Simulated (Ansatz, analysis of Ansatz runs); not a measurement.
**Moving an added hole between V sites in VClO (Pmmn)**

Aim: the energy barrier that a trapped hole meets when it moves from one V atom to another one nearby in VClO (Pmmn). The model is a cell of 48 host atoms.

Calculated with Ansatz 0.2.0; plane-wave PAW DFT, PBEsol+U; relaxation of all atoms of a supercell at fixed charge in a uniform background.

Report form: the programs' logs are mostly left out.

In doubt: warnings of the run leave room for a lower electronic state (Ansatz), so energies may not be the lowest and differences between runs may mislead.

## Step 1: The structure

The cell holds 48 atoms: 16 V, 16 Cl and 16 O. Its edges and angles: a = 10.084 Å, b = 10.084 Å, c = 8.337 Å, α = 90.0°, β = 90.0°, γ = 82.7°. It derives from VClO (space group Pmmn). Nearest the centre at fractional (0.250, 0.750, 0.110): O22 at 1.26 Å, V13 at 1.66 Å, V14 at 1.66 Å, Cl20 at 1.70 Å, O24 at 2.59 Å, O23 at 2.59 Å, O12 at 2.59 Å, O47 at 2.59 Å.

Hubbard terms: V d 4.5 eV. They were chosen, not fitted, to curb self-interaction in the shells named, the trial site's among them. The two sites are V14 and V13. The cell's shortest repeat is 8.3 Å. The host's moments were started antiferromagnetic in the unit cell, high spin; both sites carry the same spin direction.

## Step 2: The cell without the carrier

The neutral cell is relaxed first, from small random displacements, so that bond lengths and moments with the carrier can be set beside those of a relaxed cell without it.

neutral.relax/input.yaml reads:

```yaml
crystal:
  lattice:
    - [6.65902048, 7.57238108, 0.0]
    - [-6.65902048, 7.57238108, 0.0]
    - [0.0, 0.0, 8.33676566]
  atoms:
    - { symbol: V, position: [0.125, 0.375, 0.10994], spin: 2.0 }
    - { symbol: V, position: [0.375, 0.125, 0.10994], spin: 2.0 }
    - { symbol: V, position: [0.125, 0.125, 0.89006], spin: -2.0 }
    - { symbol: V, position: [0.375, 0.375, 0.89006], spin: -2.0 }
    - { symbol: Cl, position: [0.0, 0.25, 0.685884] }
    - { symbol: Cl, position: [0.25, 0.0, 0.685884] }
    - { symbol: Cl, position: [0.0, 0.0, 0.314117] }
    - { symbol: Cl, position: [0.25, 0.25, 0.314117] }
[... 36 atom lines left out ...]
    - { symbol: O, position: [0.5, 0.5, 0.95906] }
    - { symbol: O, position: [0.75, 0.75, 0.95906] }
    - { symbol: O, position: [0.5, 0.75, 0.04094] }
    - { symbol: O, position: [0.75, 0.5, 0.04094] }
basis:
  ecutwfc: 420
  xc_grid: 2
hamiltonian:
  xc: pbesol
  hubbard: { sites: [{ species: V, l: d, u_eff: 4.5 }] }
kpoints:
  mp_grid: { grid: [1, 1, 1] }
magnetization:
  spin_polarized: true
  initial_magnetization: 0
  spin_locking: { lock_magnetization: hard }
scf:
  occupations: { method: fermi_dirac, width: 0.01 }
  max_iter: 120
  lower_state_search: "off"
output:
  forces: true
relax:
  f_tol: 0.02
  max_steps: 70
  random_displacement: { amplitude: 0.04, seed: 9482 }
checkpoint:
  write: "../neutral.relax.run"
  compress: false
  write_wavefunctions: true
  write_every: 100000
```

The run is started by

```console
ansatz run input.yaml --threads 8 --pin off --max-ram 17899MiB --backend cpu --events-out ev --progress --plain --runs-dir out
```

The job ended after 45 s (8 threads of Arm Neoverse V1, shared host; peak memory 1.6 GiB; 5.5 min of CPU time).

The largest displacement from an ideal site is 0.011 Å.

## Step 3: The hole on the first site

The nearest neighbour or neighbours of the site start displaced and the site's starting moment is changed by the carrier's spin, since a carrier doesn't trap itself in the undistorted lattice.

A.relax/input.yaml reads:

```yaml
crystal:
  lattice:
    - [6.65902048, 7.57238108, 0.0]
    - [-6.65902048, 7.57238108, 0.0]
    - [0.0, 0.0, 8.33676566]
  atoms:
    - { symbol: V, position: [0.124786, 0.374682, 0.110671], spin: 2.0 }
    - { symbol: V, position: [0.374877, 0.124795, 0.110692], spin: 2.0 }
    - { symbol: V, position: [0.124795, 0.124739, 0.890177], spin: -2.0 }
    - { symbol: V, position: [0.374922, 0.374681, 0.890182], spin: -2.0 }
    - { symbol: Cl, position: [-0.000109, 0.24973, 0.685333] }
    - { symbol: Cl, position: [0.249398, -0.00047, 0.685313] }
    - { symbol: Cl, position: [-0.000191, -0.000234, 0.315558] }
    - { symbol: Cl, position: [0.249893, 0.24976, 0.315363] }
[... 36 atom lines left out ...]
    - { symbol: O, position: [0.493841, 0.505818, 0.967031] }
    - { symbol: O, position: [0.749832, 0.749686, 0.959796] }
    - { symbol: O, position: [0.493361, 0.743458, 0.044783] }
    - { symbol: O, position: [0.749898, 0.499735, 0.040943] }
total_charge: 1
basis:
  ecutwfc: 420
  xc_grid: 2
hamiltonian:
  xc: pbesol
  hubbard: { sites: [{ species: V, l: d, u_eff: 4.5 }] }
kpoints:
  mp_grid: { grid: [1, 1, 1] }
magnetization:
  spin_polarized: true
  initial_magnetization: -1
  spin_locking: { lock_magnetization: hard }
scf:
  occupations: { method: fermi_dirac, width: 0.01 }
  max_iter: 120
  lower_state_search: "off"
output:
  forces: true
relax:
  f_tol: 0.015
  max_steps: 70
  escape_saddle: false
checkpoint:
  write: "../A.relax.run"
  compress: false
  write_wavefunctions: true
  write_every: 100000
```

Wall time 72 s (8 threads); peak memory 1.6 GiB; 8.7 min of CPU time.

Step by step:

```csv
step,energy less that of the first step (eV),largest force component (eV/Å)
1,0.0000,0.5781
2,-0.1624,0.3330
3,-0.1945,0.1309
4,-0.2030,0.0298
5,-0.2035,0.0208
6,-0.2032,0.0690
7,-0.2036,0.0050
```

Relaxation step 6 was tried and not accepted.

The atoms that moved most (Å):

```csv
atom,dx,dy,dz,length
Cl20,0.075,0.000,-0.073,0.105
Cl43,-0.074,0.000,-0.071,0.103
O45,0.064,-0.001,-0.080,0.102
O22,-0.063,0.000,-0.080,0.102
V14,0.001,0.001,-0.076,0.076
O24,0.000,-0.011,0.048,0.049
O47,0.001,0.012,0.047,0.049
O10,-0.017,0.017,0.022,0.033
```

The moves above count from the input, in which the site's nearest neighbours were already displaced; the distances below compare with the cell without the carrier.

Distances from V14 without and with the hole:

```csv
atom,without (Å),with (Å)
O24,1.98,1.86
O47,1.98,1.86
O45,2.09,2.04
O22,2.09,2.04
Cl43,2.38,2.34
Cl20,2.38,2.34
```

The largest changes of the moments are -0.71 μB on V14, -0.03 μB on O24 and -0.03 μB on O47. The largest part sits on the chosen site.

## Step 4: The hole on the second site

The same start is made on the second site, to get the end of the hop.

B.relax/input.yaml reads:

```yaml
crystal:
  lattice:
    - [6.65902048, 7.57238108, 0.0]
    - [-6.65902048, 7.57238108, 0.0]
    - [0.0, 0.0, 8.33676566]
  atoms:
    - { symbol: V, position: [0.124786, 0.374682, 0.110671], spin: 2.0 }
    - { symbol: V, position: [0.374877, 0.124795, 0.110692], spin: 2.0 }
[... 9 atom lines left out ...]
    - { symbol: O, position: [0.243478, -0.006594, 0.044842] }
    - { symbol: V, position: [0.124695, 0.874853, 0.110797], spin: 1.0 }
    - { symbol: V, position: [0.374657, 0.624738, 0.110705], spin: 2.0 }
[... 5 atom lines left out ...]
    - { symbol: Cl, position: [0.249777, 0.749846, 0.315464] }
[... 1 atom line left out ...]
    - { symbol: O, position: [0.24368, 0.755824, 0.96705] }
    - { symbol: O, position: [0.006064, 0.756123, 0.045024] }
[... 24 atom lines left out ...]
    - { symbol: O, position: [0.749898, 0.499735, 0.040943] }
total_charge: 1
basis:
  ecutwfc: 420
  xc_grid: 2
hamiltonian:
  xc: pbesol
  hubbard: { sites: [{ species: V, l: d, u_eff: 4.5 }] }
kpoints:
  mp_grid: { grid: [1, 1, 1] }
magnetization:
  spin_polarized: true
  initial_magnetization: -1
  spin_locking: { lock_magnetization: hard }
scf:
  occupations: { method: fermi_dirac, width: 0.01 }
  max_iter: 120
  lower_state_search: "off"
output:
  forces: true
relax:
  f_tol: 0.015
  max_steps: 70
  escape_saddle: false
checkpoint:
  write: "../B.relax.run"
  compress: false
  write_wavefunctions: true
  write_every: 100000
```

The job ended after 69 s (8 threads; peak memory 1.6 GiB).

Distances from V13 without and with the hole:

```csv
atom,without (Å),with (Å)
O23,1.98,1.86
O12,1.98,1.86
O22,2.09,2.04
O9,2.09,2.04
Cl20,2.38,2.34
Cl7,2.38,2.34
```

The largest changes of the moments are -0.71 μB on V13, -0.03 μB on O23 and -0.03 μB on O12. The largest part sits on the chosen site.

## Step 5: Points on the line between the two structures

All atoms move on the straight line between the two relaxed structures, 1.95 amu^1/2 Å long in mass-weighted terms. Each point starts from the state of the point before, once from either end, so that both localised states can be followed; the midpoint is also started with the carrier shared.

A.x0500/input.yaml reads:

```yaml
crystal:
  lattice:
    - [6.65902048, 7.57238108, 0.0]
    - [-6.65902048, 7.57238108, 0.0]
    - [0.0, 0.0, 8.33676566]
  atoms:
    - { symbol: V, position: [0.12466, 0.374595, 0.113276], spin: 2.0 }
    - { symbol: V, position: [0.374924, 0.124866, 0.113279], spin: 2.0 }
[... 9 atom lines left out ...]
    - { symbol: O, position: [0.2468, -0.002934, 0.045525] }
    - { symbol: V, position: [0.124175, 0.875349, 0.105851], spin: 2.0 }
    - { symbol: V, position: [0.375405, 0.624108, 0.105849], spin: 1.0 }
[... 5 atom lines left out ...]
    - { symbol: Cl, position: [0.249802, 0.749739, 0.306717] }
[... 1 atom line left out ...]
    - { symbol: O, position: [0.249789, 0.749732, 0.957441] }
[... 24 atom lines left out ...]
    - { symbol: O, position: [0.497122, 0.74674, 0.045516] }
    - { symbol: O, position: [0.7503, 0.499913, 0.042145] }
total_charge: 1
basis:
  ecutwfc: 420
  xc_grid: 2
hamiltonian:
  xc: pbesol
  hubbard: { sites: [{ species: V, l: d, u_eff: 4.5 }] }
kpoints:
  mp_grid: { grid: [1, 1, 1] }
magnetization:
  spin_polarized: true
  initial_magnetization: -1
  spin_locking: { lock_magnetization: hard }
scf:
  occupations: { method: fermi_dirac, width: 0.01 }
  max_iter: 120
  lower_state_search: "off"
output:
  forces: true
  eigenvalues: true
  eigenstates: { localisation: true }
  write_density: true
  write_potential: true
  volumetric_format: npy
checkpoint:
  read: "../A.x0375.run"
  write: "../A.x0500.run"
  compress: false
  write_wavefunctions: true
  write_every: 100000
```

The job ended after 14 s (8 threads; peak memory 1.6 GiB; 1.7 min of CPU time).

From eigenstates.tsv, first k-point; energies on the run's zero. The participation number counts the atoms that a state is spread over, of 48; bands count from 0.

```csv
spin,band,energy (eV),occupation,participation,largest share on,share
down,202,4.591,1.00,24.7,V28,0.06
down,203,4.599,1.00,20.3,V3,0.12
down,204,4.630,1.00,24.0,V40,0.08
down,205,4.748,1.00,16.8,V27,0.10
down,206,4.892,1.00,15.2,Cl6,0.10
down,207,4.999,1.00,17.2,V3,0.12
down,208,7.025,0.00,1.6,V14,0.80
down,209,7.059,0.00,1.7,V14,0.76
down,210,7.244,0.00,8.5,V4,0.20
down,211,7.524,0.00,7.1,V15,0.20
down,212,7.544,0.00,6.6,V39,0.24
up,201,4.575,1.00,12.2,V26,0.21
up,202,4.608,1.00,13.5,V25,0.17
up,203,4.713,1.00,6.2,V13,0.37
up,204,4.760,1.00,7.9,V26,0.31
up,205,4.894,1.00,14.1,Cl19,0.10
up,206,5.143,1.00,6.0,V13,0.36
up,207,5.884,0.00,1.8,V14,0.74
up,208,6.225,0.00,1.8,V14,0.74
up,209,7.101,0.00,4.8,V14,0.36
up,210,7.368,0.00,6.9,V25,0.28
up,211,7.431,0.00,2.9,V14,0.58
```

Under PBEsol+U (4.5 eV) at the zone centre alone, the highest filled state is spin up, spread over 6 of 48 atoms, and the lowest empty one, 0.74 eV above it, is spin up, spread over 2 of 48 atoms.

Spin density in the ac plane at fractional y = 0.750, through the centre, with atoms of Cl and O within 0.45 Å of it.

Ten even steps from '_' (-8.43 × 1e-2 e/Å³) to '@' (6.59 × 1e-2 e/Å³), each cell a mean:
```
**++====++++******++====++++++++====++++****++++====++++
++==--::==++%%@@##++--::--++++==--::==++%%@@**==--::--++
====::..--++**##**==::..--======::..--++****++==::..--==
++==----==++++++++++------==++==----==++++++++==----==++
**++====++++++++++++====++****++++==++++++++++++====++**
##**++++++++++++++++++++**####**++++++++++++++++++++**##
****++++++++++++++++++++********++++++++++++++++++++++**
++++++++++++++++++++++++++++++++++++++++++++++++++++++++
++++++++++++++++++++++++++++++++++++++++++++++++++++++++
++++++++++++++++++++++++++++++++++++++++++++++++++++++++
++++++++++++++++++++++++++++++++++++++++++++++++++++++++
++++++++++++++++++++++++++++++++++++++++++++++++++++++++
++++++++++++++++++++++++++++++++++++++++++++++++++++++++
++++++++++++++++++++++++++++++++++++++++++++++++++++++++
++++++++++++++++++++++++++++++++++++++++++++++++++++++++
++++++++++====++++++++++++++++++++++++++++++++++++++++++
++++++++++========++++++++++++++++++++====--==++++++++++
++++++**++++======++++++++++++++++****++====++++**++++++
++++****##**++++++****++++++++++**####**++++**####**++++
==++**%%@@##************++++==++**%%@@##****##%%@@##++++
::==**%%@@##**++**##****++--::==**%%@@##******%%@@##++--
==++++####**++++++****++==..__::++####**++++++####**++--
##**++++**++++++++++++++++======++++++++====++++++++++**
```
Columns run along a (10.1 Å), rows up along c (8.3 Å). Atoms in or near the plane, at fractional coordinates: Cl at (0.00, 0.69), Cl at (0.25, 0.31), O at (0.25, 0.96), O at (0.00, 0.05), Cl at (0.50, 0.69), Cl at (0.75, 0.32), O at (0.75, 0.96), O at (0.50, 0.05).

Electrostatic potential energy in the ac plane at fractional y = 0.750, through the centre, with atoms of Cl and O within 0.45 Å of it. With pseudopotentials it is smooth inside the atoms' cores, unlike the true potential.

Ten even steps from '0' (-45 eV) to '9' (12 eV), each cell a mean:
```
6899850027888768888510289987
9988862148888999888721488899
9988887688888999888876898899
9988999999888888889999999899
7889999999998777899999999987
1479999999986213799999999862
0169999999983001699999999830
0169999999984001699999999830
2589999999996324899999999963
7899999999999878999999999998
9999999999999999999999999999
9999999999999999999999999999
9999999999999999999998999999
9999986579999999999754689999
9999851137999999998410279999
9999830016999999998300069999
9999840016999999998510279999
9999974358999999999865689999
9999988888899999999888899999
8898889988889888988899988998
2588889998887325888899988884
0278888888885003888887888861
1389973258886114899732589972
```
Columns run along a (10.1 Å; values clipped at the 3rd and 97th percentile), rows up along c (8.3 Å). Atoms in or near the plane, at fractional coordinates: Cl at (0.00, 0.69), Cl at (0.25, 0.31), O at (0.25, 0.96), O at (0.00, 0.05), Cl at (0.50, 0.69), Cl at (0.75, 0.32), O at (0.75, 0.96), O at (0.50, 0.05).

Valence density in the ac plane at fractional y = 0.750, through the centre, with atoms of Cl and O within 0.45 Å of it. It is the smooth field of the valence electrons, not physical close to the nuclei.

Ten steps, logarithmic in the rise over the least value, from '_' (0.0 e/Å³) to '@' (6.9 e/Å³), each cell a mean:
```
**++--::==**@@@@%%++----==****++--::==##@@@@%%++----==**
----::::--**%%@@##++--::--------::::--**%%@@##++--::::--
::::::::--==****++--::::::::::::::::::==****++--::::::::
----::::::::------::::::--------::::::::----::::::::----
++++--::..............--==++++++--::..............--==++
****++--..__________::==++******++--..________..::==****
++**++--..__________::==****++****--..__________::==****
++**++--..__________::==****++**++--..__________::==****
****==::____________..--++******==::..__________..--++**
++==::..______________::--==++==--..______________::--==
::::..__________________..::::::..__________________..::
____________......____________________........__________
________..::------..________________..::--==--::..______
______..::==++**++--..____________..--++****++==::______
______..--********++--..__________::==********++--..____
______::==****==**++--..__________::==****==**++--..____
______::==********++--..__________::==********++--..____
____..::--++******==::....______..::--++****++==::..____
::::....::--======--::..::::::::....::--====----::....::
++==--::::::::--::::::::==++++==--::::::::::::::::::--++
%%##==--::::----::::::--**%%%%##==::::::------::::--++##
@@%%++--::--++++==--::==##@@@@%%++--::==++++==--::--**@@
@@%%++----++%%%%##==--==**%%@@##==----**%%%%##==----**%%
```
Columns run along a (10.1 Å), rows up along c (8.3 Å). Atoms in or near the plane, at fractional coordinates: Cl at (0.00, 0.69), Cl at (0.25, 0.31), O at (0.25, 0.96), O at (0.00, 0.05), Cl at (0.50, 0.69), Cl at (0.75, 0.32), O at (0.75, 0.96), O at (0.50, 0.05).

Free energies from the first end:

```csv
started from,fraction,energy (eV),moment change on V14 (μB),on V13 (μB)
first site,0,0.000,-0.71,0.00
first site,0.125,0.015,-0.69,-0.01
first site,0.25,0.062,-0.68,-0.03
first site,0.375,0.138,-0.66,-0.04
first site,0.5,0.244,-0.64,-0.06
first site,0.625,0.379,-0.59,-0.08
second site,0.875,0.015,-0.01,-0.70
second site,0.75,0.062,-0.03,-0.68
second site,0.625,0.138,-0.04,-0.66
second site,0.5,0.244,-0.06,-0.64
second site,0.375,0.379,-0.08,-0.59
shared,0.5,0.302,-0.23,-0.24
second site,1,0.000,0.00,-0.71
```

## Step 6: Outcome

```
barrier forward                               : 0.24 eV
barrier backward                              : 0.24 eV
distance of the two sites without the carrier : 3.33 Å
carrier at the midpoint                       : on one site
```

**Reading.** On this line the hole must cross 0.24 eV to hop 3.33 Å; both ends have the same energy within 0.005 eV. At the midpoint the lowest state found keeps the carrier on one site, so the two localised curves cross in a cusp. This suggests weak coupling and a hop slower than the barrier alone implies, though U itself penalises the shared state. With an assumed attempt frequency of 1e13 per second the rate at 300 K would be 8e+08 per second for this barrier, if every crossing succeeded. A straight line need not be the lowest path, so the true barrier at this U can be lower, or higher if the ends can still break their symmetry. A shorter hop, 3.12 Å to V15 (opposite spin), was not computed. No run compares the localised hole with one spread in the band, so its binding is unknown and the barrier may exceed it. The magnetic order was assumed and need not be the ground state. The total moment is locked, so a carrier of the other spin direction was not tried. The program's search for lower electronic states was switched off in all runs, so that each state is followed; none is shown to be the lowest at its structure. No image-charge correction is applied; it nearly cancels along the line while the charge stays localised. Limits: sampling at the zone centre alone can move energies of charged and open-shell states by tenths of an eV or more in cells of this size; the images are only 8.3 Å apart; gap and trapping depend on the U chosen (V d 4.5 eV).

[Logs are printed without paths, hosts, clocks, repeated set-up lines and the standing remarks that a program may print on its own settings, such as how far it seeks lower states.]

[Hosts, paths, dates, database ids (printed as entryN), source tags and the programs' standing remarks are cut or masked in the printed files.]
